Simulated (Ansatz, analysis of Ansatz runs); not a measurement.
# Al-H pair in alpha-quartz: local vibrational mode, r2SCAN, part 2 of 2

Subject: Al-H pair in alpha-quartz. Wanted: its local vibrational mode, in one set-up (r2SCAN, 108-site cell, r2SCAN lattice, 500 eV, k: the single point 1/4 1/4 1/4). The model is a cell of 108 host atoms with Al put on another atom's site and H put in between. The frequencies come from force constants among the defect atom and its neighbours, with the masses of the isotopes named. A meta-GGA costs about twice a GGA and mends lattice constants and part of the gap.

Ansatz 0.2.0; r2SCAN, 108-site cell, r2SCAN lattice, 500 eV, k: the single point 1/4 1/4 1/4.

So far: The structure; Relaxation, charge 0.

## Step 2: Relaxation, charge 0 (continued)

Level of this step: plane-wave PAW DFT, r2SCAN; relaxation of all atoms of a defect supercell (Ansatz).

Relaxation path:

```
step  energy less that of the first step (eV)  largest force component (eV/Å)
   1                                   0.0000                         27.8182
   2                                  -5.8548                         13.1880
   3                                  -9.3404                          5.5307
   4                                 -10.7674                          2.9338
   5                                 -11.4155                          2.1499
   6                                 -11.7296                          1.5892
   7                                 -11.9717                          1.1524
   8                                 -12.0807                          0.7545
   9                                 -12.1293                          0.4423
  10                                 -12.1616                          0.2994
  11                                 -12.1867                          0.2412
  12                                 -12.1797                          1.0681
  13                                 -12.1990                          0.0889
  14                                 -12.2046                          0.1953
  15                                 -12.2072                          0.0643
  16                                 -12.2080                          0.0299
  17                                 -12.2081                          0.0126
  18                                 -12.2081                          0.0043
```

Relaxation step 12 was tried and not accepted.

The atoms that moved most (Å, from the sites as typed, ahead of the random displacement):

```
atom      dx      dy      dz  length
H109   1.419   0.176  -0.154   1.438
 O32   0.252  -0.186   0.153   0.348
 O71  -0.179   0.153  -0.060   0.243
 O88   0.191  -0.048   0.011   0.197
 O18  -0.087  -0.077   0.123   0.169
 O87   0.117   0.036  -0.093   0.153
 O59  -0.151   0.017   0.002   0.152
  O7  -0.085  -0.120   0.032   0.150
```

Neighbours of the ideal centre at the end:

```
atom  distance (Å)
 O32         0.554
Al83         1.407
H109         1.420
Si28         1.967
 O33         2.417
 O89         2.436
 O88         2.510
 O31         2.647
```

Neighbours of the added atoms: H109: O32 0.98, O71 2.02, Si28 2.27 Å.

Read from the output:

```
free energy : -64000.7016 eV
```

The relaxation ends 112 meV an atom lower than the displaced start, with a largest force component of 0.0043 eV/Å.

## Step 3: Local vibrational modes

A local mode lives on the defect and the atoms next to it, so only the sites listed in the input are displaced, which costs far fewer SCF runs than the whole cell would.

This step: plane-wave PAW DFT, r2SCAN; finite-displacement force constants among the atoms nearest to a defect, the others at rest.

Contents of modes/input.yaml:

```yaml
crystal:
  lattice:
    - [9.84405539, 0.0, 0.0]
    - [-7.38304154, 12.78780307, 0.0]
    - [0.0, 0.0, 10.8302851]
  atoms:
    - { symbol: Si, position: [0.232604521, -0.002386377, 0.336076321] }
    - { symbol: Si, position: [-0.010699518, 0.154451536, 0.164970961] }
[... 6 atom lines left out ...]
    - { symbol: O, position: [0.28206629, 0.282688939, 0.439127611] }
[... 7 atom lines left out ...]
    - { symbol: O, position: [0.073207863, 0.245419362, 0.772174877] }
    - { symbol: O, position: [0.279975519, 0.279109504, 0.952291564] }
[... 9 atom lines left out ...]
    - { symbol: Si, position: [0.230323366, 0.32794139, 0.841226615] }
[... 2 atom lines left out ...]
    - { symbol: O, position: [0.220274074, 0.427432373, 0.884999477] }
    - { symbol: O, position: [0.380093438, 0.366785004, 0.739678011] }
    - { symbol: O, position: [0.421998288, 0.521630243, 0.549736648] }
    - { symbol: O, position: [0.134373099, 0.466443889, 0.608553599] }
[... 48 atom lines left out ...]
    - { symbol: Al, position: [0.514426023, 0.495810548, 0.664691198] }
[... 4 atom lines left out ...]
    - { symbol: O, position: [0.650979928, 0.46721791, 0.608660117] }
    - { symbol: O, position: [0.570386437, 0.579616423, 0.787040078] }
[... 19 atom lines left out ...]
    - { symbol: H, position: [0.438247638, 0.329150356, 0.748491017] }
basis:
  ecutwfc: 500
  xc_grid: 2
hamiltonian:
  xc: r2scan
kpoints:
  mp_grid: { grid: [1, 1, 1], shift: [0.25, 0.25, 0.25] }
scf:
  occupations: { method: fermi_dirac, width: 0.01 }
  max_iter: 120
output: {}
checkpoint:
  read: "../relax.run"
phonons:
  supercell: [1, 1, 1]
  displaced_sites: [27, 31, 70, 82, 108]
```

Command:

```bash
ansatz run input.yaml --threads 4 --pin off --max-ram 7536MiB --backend cpu --events-out ev --progress --plain --runs-dir out
```

Numbers of over 12 decimals in the logs are rounded to 6 here.

The program printed:

```text
[...]
Warning: basis.xc_grid 2: finite-displacement phonons take 5 at the least, and a number is run as typed, so the frequencies can be off [figures from the program's tests cut]
[...]
Crystal: 109 atoms, lattice volume = 1363.358 Å³
Basis set: ecut = 500 eV, 34583 PW (Γ), exchange–correlation on 144×216×160 points (8 copies of the dense FFT grid, shifted against one another)
Bands: 397, of which v1, the nominal top of the filled ones, is band 288 counted from 1 (287 counted from 0)
Symmetry: 1 space group operations
k-points: 1
[...]
Stability of the state it starts from, as read at its close in the unpolarized treatment: not read negative (Ritz values of 1 − χ₀K, real part plus size of imaginary part, from 0.95 to 1.1, by its mixing steps under no symmetry)
[...]
symmetry images taken by strict's conditions (phonons.symmetry_images: auto; settled by no image being taken that strict refuses)
  force constants formed among 5 of 109 sites (Si 27, O 31, O 70, Al 82, H 108); the other 104 at rest. The modes move the named sites alone.
  the frequencies, the zero-point energy and the sums are of the block with the acoustic sum rule laid on its rows. Row sums over every site: 4.6e-2 eV/Å² at the most
  transpose residual: 5.8e-4 eV/Å²
  largest component of a force at the reference: 4.3e-3 eV/Å on a named site, 2.5e-3 eV/Å on a site at rest
  frequencies among the named sites at Γ of the cell (cm⁻¹): 270.97 309.11 326.97 360.83 467.27 547.42 587.38 608.33 642.66 725.31 743.50 813.32 953.46 1188.93 3458.18
  unstable modes among the named sites: 0
  frequencies as built, with no sum rule (cm⁻¹): 271.73 309.16 326.83 360.93 467.23 547.56 587.43 608.38 642.83 725.48 743.52 813.53 953.19 1189.09 3457.93
  zero-point energy: 0.744131 eV/cell   skipped modes (ω ≤ 0): 0
  not written: the harmonic force-constant file, the file of eigenvectors (these modes' are written with the force constants), the density of states and the dispersion, which are of every site
[key lines of the parts left out:]
SCF converged after 2 iterations
Free energy (F): -64000.701567 eV
Fermi energy:    5.798716 eV
```

Wall time 24 min (4 threads of Arm Neoverse V1, shared host); peak memory 4 GiB.

Numbers from this step:

- free energy: -64000.7016 eV

The modes with the largest weight on the probed atoms (the light atom of a pair), for the masses of each isotope. Modes of the displaced atoms (local only where they lie over the host's phonons):

```
isotopes  mode (cm⁻¹)  share of the defect atoms
       H         3458                      0.941
       H         1189                      0.881
       H        587.4                      0.436
       D         2519                      0.885
       D        918.8                      0.488
       D          447                      0.737
```

## Step 4: Results

```json
{
 "distance from the defect atom to its nearest neighbour": "0.982 Å",
 "O-H stretch, 1H": "3458 cm⁻¹",
 "time of the whole chain": "37 min on 4 threads"
}
```

In words: O-H stretch, 1H: computed 3458 cm⁻¹, measured 3378 cm⁻¹ and 3313 cm⁻¹; 80 cm⁻¹ (2 %) above the nearest measurement. The computed value is harmonic, while the measured line is the anharmonic fundamental, which for X–H stretches usually lies a few per cent lower. Only the named neighbours move, so modes near the host's band are approximate.

[Logs are printed without paths, hosts, clocks, repeated set-up lines and the standing remarks that a program may print on its own settings, such as how far it seeks lower states.]

[Hosts, paths, dates, database ids (printed as entryN), source tags and the programs' standing remarks are cut or masked in the printed files.]

[For some hosts the program warned that the k-mesh of the response run may be too coarse for force constants and the static dielectric constant; such warnings are not shown here.]
